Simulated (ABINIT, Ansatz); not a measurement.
# WS2 (P-3m1): zone-centre phonons

Which modes does WS2 (P-3m1) have at the zone centre?

Method: DFT LDA, scalar-relativistic, plane waves, PseudoDojo norm-conserving pseudopotentials, in ABINIT 10.8.3.

Most raw output is cut from this account.

## Step 1: Set-up

The cell holds 3 atoms: 1 W and 2 S. Cell: a = 3.170 Å, b = 3.170 Å, c = 15.900 Å, α = 90.0°, β = 90.0°, γ = 120.0°. Vacuum lies along c.

## Step 2: A first look

A first run with smearing and empty bands tells whether the crystal has a gap, which decides between fixed occupations and smearing later on.

probe.abi reads:

```
# ground state
tolvrs 1.0d-08
prtden 1
prtwf 1

# basis, mesh and filling
ecut 29.0
ngkpt 6 6 1
nshiftk 1
shiftk 0.0 0.0 0.0
istwfk *1
occopt 7
tsmear 0.005
nband 20
nstep 100
diemac 9.0
prtebands 0
prtgsr 0
useylm 1

# cell and atoms
acell 5.990431237 5.990431237 30.04664538
rprim 
    1.0 0.0 0.0
    -0.5 0.8660254038 0.0
    0.0 0.0 1.0
ntypat 2
znucl 74 16
natom 3
typat 1 2 2
xred 
    0.0 0.0 0.5
    1/3 2/3 0.5896860000
    2/3 1/3 0.4103140000
pp_dirpath "./pseudo"
pseudos "W.upf, S.upf"
```

Run with:

```
$ OMP_NUM_THREADS=1 mpirun -n 4 abinit probe.abi > probe.log
```

It took 17 s on 4 MPI ranks of Arm Neoverse V2, shared host; 69 s of CPU time.

Numbers from this step:

- gap on the k-mesh: 0 eV
- area per atom: 2.901 Å²

No gap opens on this mesh, so smearing is kept.

## Step 3: Rough relaxation

The typed start is rough, so a first relaxation with smearing and loose thresholds takes it towards rest cheaply.

prerelax.abi reads:

```
# relaxation
ionmov 2
optcell 9
dilatmx 1.15
chkdilatmx 0
ntime 40
tolmxf 3.0d-04
tolvrs 1.0d-10
prtwf 0
prtden 0
chksymtnons 0

# basis, mesh and filling
ecut 30.0
ecutsm 3.0
ngkpt 6 6 1
nshiftk 1
shiftk 0.0 0.0 0.0
istwfk *1
occopt 7
tsmear 0.005
nband 20
nstep 100
diemac 1000000.0
prtebands 0
prtgsr 0
useylm 1

# cell and atoms
acell 5.990431237 5.990431237 30.04664538
rprim 
    1.0 0.0 0.0
    -0.5 0.8660254038 0.0
    0.0 0.0 1.0
ntypat 2
znucl 74 16
natom 3
typat 1 2 2
xred 
    0.0 0.0 0.5
    1/3 2/3 0.5896860000
    2/3 1/3 0.4103140000
pp_dirpath "./pseudo"
pseudos "W.upf, S.upf"
```

Run with:

```
$ OMP_NUM_THREADS=1 mpirun -n 4 abinit prerelax.abi > prerelax.log
```

It took 4.5 min on 4 MPI ranks; 18 min of CPU time.

Relaxation path:

```csv
step,energy less that of the first step (eV),largest force (eV/Å),volume (Å³)
1,0.0000,2.5710,138.37
2,-0.1397,1.8350,139.54
3,-0.2808,0.3941,141.68
4,-0.2885,0.1836,141.60
5,-0.2987,0.0307,140.81
6,-0.3128,0.2164,138.79
7,-0.3243,0.2234,136.22
8,-0.3284,0.0866,134.86
9,-0.3288,0.0127,134.76
```

```csv
cell as run,before,after,change
a (Å),3.170,3.128,-1.3 %
b (Å),3.170,3.128,-1.3 %
```

The atoms that moved most (Å, along periodic axes as changes of fractional coordinates times the final cell, across vacuum about the mean position):

```csv
atom,dx,dy,dz,length
S3,0.000,0.000,-0.151,0.151
S2,0.000,0.000,0.151,0.151
```

The relaxed structure:

```cif
data_structure
_symmetry_space_group_name_H-M 'P 1'
_symmetry_Int_Tables_number 1
_cell_length_a 3.1283
_cell_length_b 3.1283
_cell_length_c 15.9000
_cell_angle_alpha 90.000
_cell_angle_beta 90.000
_cell_angle_gamma 120.000
_cell_volume 134.76
loop_
_atom_site_label
_atom_site_type_symbol
_atom_site_fract_x
_atom_site_fract_y
_atom_site_fract_z
_atom_site_occupancy
W1 W 0.00000 0.00000 0.50000 1
S2 S 0.33333 0.66667 0.59920 1
S3 S 0.66667 0.33333 0.40080 1
```

Read from the output:

- area per atom: 2.825 Å²

The volume changes by -2.6 % in this run and stands -2.6 % from the first cell.

## Step 4: Relaxation

The in-plane cell and the atoms are brought to rest; the spacing across the vacuum is kept.

relax.abi reads:

```
# relaxation
ionmov 2
optcell 9
dilatmx 1.08
ntime 40
tolmxf 1.0d-05
tolvrs 1.0d-14
prtwf 0
prtden 0
chksymtnons 0

# basis, mesh and filling
ecut 36.0
ecutsm 3.0
ngkpt 15 15 1
nshiftk 1
shiftk 0.0 0.0 0.0
istwfk *1
occopt 7
tsmear 0.01
nband 20
nstep 100
diemac 1000000.0
prtebands 0
prtgsr 0
useylm 1

# cell and atoms
acell 5.911655906 5.911655906 30.04664538
rprim 
    1.0 0.0 0.0
    -0.5 0.8660254038 0.0
    0.0 0.0 1.0
ntypat 2
znucl 74 16
natom 3
typat 1 2 2
xred 
    0.0 0.0 0.5
    1/3 2/3 0.5992008222
    2/3 1/3 0.4007991778
pp_dirpath "./pseudo"
pseudos "W.upf, S.upf"
```

Run with:

```
$ OMP_NUM_THREADS=1 mpirun -n 4 abinit relax.abi > relax.log
```

The job ended after 13 min (4 MPI ranks; 54 min of CPU time).

The steps of the relaxation:

```csv
step,energy less that of the first step (eV),largest force (eV/Å),volume (Å³)
1,0.0000,0.0835,134.76
2,-0.0002,0.0727,134.72
3,-0.0011,0.0310,134.26
4,-0.0012,0.0347,134.12
5,-0.0016,0.0173,133.55
6,-0.0016,0.0041,133.51
7,-0.0016,0.0001,133.52
```

```csv
cell as run,before,after,change
a (Å),3.128,3.114,-0.5 %
b (Å),3.128,3.114,-0.5 %
```

The atoms that moved most (Å, along periodic axes as changes of fractional coordinates times the final cell, across vacuum about the mean position):

```csv
atom,dx,dy,dz,length
S3,0.000,0.000,-0.013,0.013
S2,0.000,0.000,0.013,0.013
```

Final coordinates:

```cif
data_structure
_symmetry_space_group_name_H-M 'P 1'
_symmetry_Int_Tables_number 1
_cell_length_a 3.1139
_cell_length_b 3.1139
_cell_length_c 15.9000
_cell_angle_alpha 90.000
_cell_angle_beta 90.000
_cell_angle_gamma 120.000
_cell_volume 133.52
loop_
_atom_site_label
_atom_site_type_symbol
_atom_site_fract_x
_atom_site_fract_y
_atom_site_fract_z
_atom_site_occupancy
W1 W 0.00000 0.00000 0.50000 1
S2 S 0.33333 0.66667 0.60002 1
S3 S 0.66667 0.33333 0.39998 1
```

Read from the output:

| Property | Result |
| --- | --- |
| area per atom | 2.799 Å² |

The volume changes by -0.9 % in this run and stands -3.5 % from the first cell.

## Step 5: Self-consistent run for the response

The response is built on these wavefunctions, so the potential is converged far more tightly than an energy would need. Smearing stays on, as the first look found no gap above 0.3 eV.

gs.abi reads:

```
# ground state
tolvrs 1.0d-16
prtden 1
prtwf 1

# basis, mesh and filling
ecut 29.0
ngkpt 15 15 1
nshiftk 1
shiftk 0.0 0.0 0.0
istwfk *1
occopt 7
tsmear 0.01
nband 20
nstep 100
diemac 1000000.0
prtebands 0
prtgsr 0
useylm 1

# cell and atoms
acell 5.884418061 5.884418061 30.04664538
rprim 
    1.0 0.0 0.0
    -0.5 0.8660254038 0.0
    0.0 0.0 1.0
ntypat 2
znucl 74 16
natom 3
typat 1 2 2
xred 
    0.0 0.0 0.5
    1/3 2/3 0.6000207738
    2/3 1/3 0.3999792262
pp_dirpath "./pseudo"
pseudos "W.upf, S.upf"
```

Run with:

```
$ OMP_NUM_THREADS=1 mpirun -n 4 abinit gs.abi > gs.log
```

The job ended after 85 s (4 MPI ranks).

## Step 6: Zone-centre response

At q = 0 one unit cell holds all displacements. The response is solved for single atoms along the cell's directions, and symmetry skips those that follow from others. The crystal is treated as a metal, which screens a static field, so no field response is asked.

dfpt_gamma.abi reads:

```

# common to the responses
getwfk_filepath "gso_WFK"
kptopt 2
nqpt 1
qpt 0.0 0.0 0.0
asr 0
chneut 0

# displacements
rfphon 1
rfatpol 1 3
rfdir 1 1 1
tolvrs 1.0d-10
prtwf 0

# basis, mesh and filling
ecut 29.0
ngkpt 15 15 1
nshiftk 1
shiftk 0.0 0.0 0.0
istwfk *1
occopt 7
tsmear 0.01
nband 20
nstep 100
diemac 1000000.0
prtebands 0
prtgsr 0
useylm 1

# cell and atoms
acell 5.884418061 5.884418061 30.04664538
rprim 
    1.0 0.0 0.0
    -0.5 0.8660254038 0.0
    0.0 0.0 1.0
ntypat 2
znucl 74 16
natom 3
typat 1 2 2
xred 
    0.0 0.0 0.5
    1/3 2/3 0.6000207738
    2/3 1/3 0.3999792262
pp_dirpath "./pseudo"
pseudos "W.upf, S.upf"
```

Run with:

```
$ OMP_NUM_THREADS=1 mpirun -n 4 abinit dfpt_gamma.abi > dfpt_gamma.log
```

Run time: 8.2 min. Hardware: 4 MPI ranks.

Read from the output:

```
largest acoustic frequency at the zone centre before the sum rule : -2.66 cm⁻¹
highest optical zone-centre mode (no LO-TO term)                  : 387.8 cm⁻¹
lowest optical zone-centre mode                                   : 232.7 cm⁻¹
```

The acoustic modes at Γ come out as far as 2.7 cm⁻¹ from zero, where they should vanish, a small numerical error.

## Step 7: Zone-centre analysis

anaddb reads the merged derivatives and imposes the acoustic sum rule.

anaddb.abi reads:

```
ddb_filepath "gamma_DDB"
output_file "anaddb.abo"
outdata_prefix "anaddb"
asr 1
chneut 1
enunit 2
eivec 1
nph1l 1
qph1l 0.0 0.0 0.0 1.0
```

mrgddb.in reads:

```
gamma_DDB
merged
2
dfpt_gammao_DDB
gso_DDB
```

Run with:

```
$ mrgddb < mrgddb.in > mrgddb.log
$ OMP_NUM_THREADS=1 anaddb anaddb.abi > anaddb.log
```

It took 0.51 s on 1 thread.

This step gave:

```
highest optical zone-centre mode (no LO-TO term) : 387.9 cm⁻¹
```

No LO-TO term; unit eigenvectors of the mass-weighted matrix, from anaddb's displacements. Modes at Γ, with each element's share of the kinetic energy:

```csv
mode,frequency (cm⁻¹),W %,S %
1,0.0,74,26
2,0.0,74,26
3,0.0,74,26
4,232.7,26,74
5,232.7,26,74
6,279.2,0,100
7,279.2,0,100
8,379.6,0,100
9,387.9,26,74
```

Displacements in mode 4 (232.7 cm⁻¹), the largest set to 1:
```
W1   0.00 -0.35  0.00
S2   0.00  1.00  0.00
S3   0.00  1.00  0.00
```

Displacements in mode 8 (379.6 cm⁻¹), the largest set to 1:
```
W1   0.00  0.00  0.00
S2   0.00  0.00  1.00
S3   0.00  0.00 -1.00
```

The rule moves no optical mode by more than 0.1 cm⁻¹.

## Step 8: Sum rules set otherwise (asr 0)

Without the rule the raw error of the acoustic modes shows.

Changes to anaddb.abi since step 7:

```diff
@@ -3,4 +3,4 @@
 outdata_prefix "anaddb"
-asr 1
-chneut 1
+asr 0
+chneut 0
 enunit 2
```

mrgddb.in is that of step 7.

Wall time 0.5 s (1 thread).

Read from the output:

```yaml
highest_optical_zone_centre_mode_no_lo_to_term: 387.8 cm⁻¹
```

Zone-centre frequencies as printed; negative means imaginary. Modes:

```csv
mode,frequency (cm⁻¹)
1,-2.66
2,1.44
3,1.44
4,232.7
5,232.7
6,279.2
7,279.2
8,379.6
9,387.8
```

## Step 9: Results

| Property | Result |
| --- | --- |
| space group after relaxation | P-3m1 |
| area per atom | 2.80 Å² |
| highest optical zone-centre mode (no LO-TO term) | 387.9 cm⁻¹ |
| lowest optical zone-centre mode | 232.7 cm⁻¹ |
| imaginary optical modes at the zone centre (no q mesh in this session) | none |

In words: At the LDA level the optical modes of WS2 (P-3m1) at the zone centre run from 233 to 388 cm⁻¹. These are harmonic frequencies at zero temperature: anharmonic shifts and linewidths and thermal expansion are left out. Spin-orbit coupling is left out, which can matter for the heavy elements here. The sheet is repeated along c with vacuum between and no cut of the Coulomb interaction; dielectric tensors refer to the cell with its vacuum, no LO-TO term enters the bands, and the bending branch near Γ is rough. In a metal the frequencies hang on the k mesh and the smearing, most of all near Kohn anomalies. A run on a mesh of wavevectors was begun and cut off at its time limit; it is not shown, and nothing is said of wavevectors that it left out. A run in a second program is left out, since it treats the direction across the vacuum otherwise. The sheet was typed on a prototype.

[Host names and launcher messages were left out of these logs when they were recorded.]

[Logs are printed without paths, hosts, clocks, repeated set-up lines and the standing remarks that a program may print on its own settings, such as how far it seeks lower states.]

[Hosts, paths, dates, database ids (printed as entryN), source tags and the programs' standing remarks are cut or masked in the printed files.]
